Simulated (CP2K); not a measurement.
Two runs for the S L₂,₃ edge of 2-aminothiophene. Run A: CP2K XAS_TDP, all-electron GAPW, PBEh(45%), aug-cc-pVDZ, TDA, ZORA, spin–orbit coupling. Run B differs in one setting.

First lines with a strength over 0.0003. A:

```tsv
atom	energy (eV)	states	strength, one atom
S6 (bonded to 2 C)	164.23	2	0.0021
	164.43	1	0.0010
	164.81	2	0.0005
	164.92	1	0.0009
	165.34	1	0.0016
```

B:

```tsv
atom	energy (eV)	states	strength, one atom
S6 (bonded to 2 C)	166.99	2	0.0021
	167.22	1	0.0015
	167.98	2	0.0003
	168.00	1	0.0004
	168.09	2	0.0014
```

Question: Which was it: the basis, the functional, GW2X switched on?

The functional (functional from PBEh(45%) to PBEh(60%); the lines alone don't name the new value). A functional moves all lines by electronvolts and changes their spacings and strengths. The lowest line over the strength cut lies at 166.99 eV, against 164.23 eV (PBEh(45%), aug-cc-pVDZ).

[Banner, clock and machine lines of the logs are left out without a mark of their own.]

[Logs are printed without paths, hosts, clocks, repeated set-up lines and the standing remarks that a program may print on its own settings, such as how far it seeks lower states.]

[Hosts, paths, dates, database ids (printed as entryN), source tags and the programs' standing remarks are cut or masked in the printed files.]
